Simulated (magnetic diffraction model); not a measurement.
## Which magnetic order? NdY2Ge2Rh2

Space group Pbcm (no. 57), a = 5.6640 Å, b = 7.8930 Å, c = 13.3230 Å.

```csv
site,atom,x,y,z
4d,Nd,0.6331,0.2354,3/4
8e,Rh,0.6276,0.5470,0.0905
8e,Y,0.8686,0.8930,0.1027
4c,Ge,0.6427,1/4,1/2
4d,Ge,0.1316,0.3916,3/4
```

This is a made-up structure (elements placed in a structure type, unrelaxed), so the numbers test the method and describe no known phase.

Only Nd is taken to order (form factors of Nd3+); orders and moment sizes are assumed, and not adapted to the symmetry. Radiation: neutrons of λ = 2.41 Å, 5° to 45°; isotropic B of 0.2 Å² (Nd), 0.16 Å² (Rh), 0.21 Å² (Y) and 0.22 Å² (Ge). The intensities are simulated: I ∝ L Σ (|F_N|² + |F_M⊥|²) for unpolarised neutrons, with F_M = 2.695 fm/μB × Σ f(s) S exp(2πi Q·r) exp(−B s²) at Q = H ± k (one set where k and −k are equivalent), only the part normal to Q counting and L = 1/(sin²θ cos θ). For collinear order S is the moment m, which repeats by lattice and centring translations R with the sign exp(−2πi k·R). Form factors are spin-only for 3d ions and dipole or tabulated for f ions, scattering lengths are Sears's of 1992, and absorption is left out. A label names one of the reflections at its angle. The strongest nuclear line in the range is 100, and lines under 0.2 are left out.

Above the ordering temperature:

```tsv
2θ (°)	index	I
20.84	(0 0 2)	7.6
24.57	(1 0 0)	13.4
30.36	(1 1 0)	5.0
32.17	(1 1 1)	98.5
32.43	(1 0 2)	100.0
35.56	(0 2 0)	0.7
37.12	(1 1 2)	9.7
37.14	(0 2 1)	2.4
41.57	(0 2 2)	13.2
42.42	(0 0 4)	9.2
43.70	(1 2 0)	75.6
44.31	(1 1 3)	94.5
```

Below it (cell unchanged):

```tsv
2θ (°)	I
12.21	329.7
20.84	7.6
21.45	38.2
23.88	0.5
24.23	91.8
24.57	13.4
30.08	28.1
30.36	5.0
32.17	98.5
32.43	100.0
35.56	0.7
37.12	9.7
37.14	2.4
37.22	4.1
37.73	59.0
39.24	3.6
41.44	59.7
41.57	13.2
42.42	9.2
42.83	0.9
43.04	5.2
43.49	77.0
43.70	75.6
44.31	94.5
44.31	22.0
```

**Question.** Find the propagation vector, then choose among these models:
A. collinear moments along [111], 2.6 μB on Nd; signs + at (0.6331, 0.2354, 3/4), + at (0.3669, 0.7646, 1/4), + at (0.3669, 0.7354, 3/4), + at (0.6331, 0.2646, 1/4)
B. collinear moments along [101], 2.6 μB on Nd; signs + at (0.6331, 0.2354, 3/4), − at (0.3669, 0.7646, 1/4), + at (0.3669, 0.7354, 3/4), − at (0.6331, 0.2646, 1/4)
C. collinear moments along [101], 2.6 μB on Nd; signs + at (0.6331, 0.2354, 3/4), + at (0.3669, 0.7646, 1/4), + at (0.3669, 0.7354, 3/4), + at (0.6331, 0.2646, 1/4)
D. collinear moments along [111], 2.6 μB on Nd; signs + at (0.6331, 0.2354, 3/4), − at (0.3669, 0.7646, 1/4), + at (0.3669, 0.7354, 3/4), − at (0.6331, 0.2646, 1/4)

The new lines index as (1/2 0 0) at 12.21°, (1/2 1 0) at 21.45°, (1/2 1 1) at 23.88° and (1/2 0 2) at 24.23°, that is as H ± k with k = (1/2 0 0). Half indices mean that the moments reverse under translations with k·R a half-integer, and the magnetic cell has twice the primitive volume.

Magnetic intensity, observed (below minus above) and for each model:

| 2θ (°) | index | observed | A | B | C | D |
| --- | --- | --- | --- | --- | --- | --- |
| 12.21 | (1/2 0 0) | 329.7 | 329.7 | <0.2 | 316.6 | <0.2 |
| 16.05 | (1/2 0 1) | <0.2 | <0.2 | 240.3 | <0.2 | 284.4 |
| 23.88 | (1/2 1 1) | 0.5 | 0.5 | 60.9 | 0.5 | 55.0 |
| 24.23 | (1/2 0 2) | 91.8 | 91.8 | <0.2 | 62.8 | <0.2 |
| 37.73 | (1/2 2 0) | 59.0 | 59.0 | 2.5 | 74.1 | 2.0 |
| 39.24 | (1/2 2 1) | 3.6 | 3.6 | 128.6 | 4.4 | 104.7 |
| 42.83 | (3/2 1 1) | 0.9 | 0.9 | 107.8 | 0.9 | 107.6 |
| 43.49 | (1/2 2 2) | 77.0 | 77.0 | 3.1 | 89.0 | 2.6 |

Model A matches.

The structure used: k = (1/2 0 0), collinear moments along [111], 2.6 μB on Nd; signs + at (0.6331, 0.2354, 3/4), + at (0.3669, 0.7646, 1/4), + at (0.3669, 0.7354, 3/4), + at (0.6331, 0.2646, 1/4).

[Logs are printed without paths, hosts, clocks, repeated set-up lines and the standing remarks that a program may print on its own settings, such as how far it seeks lower states.]
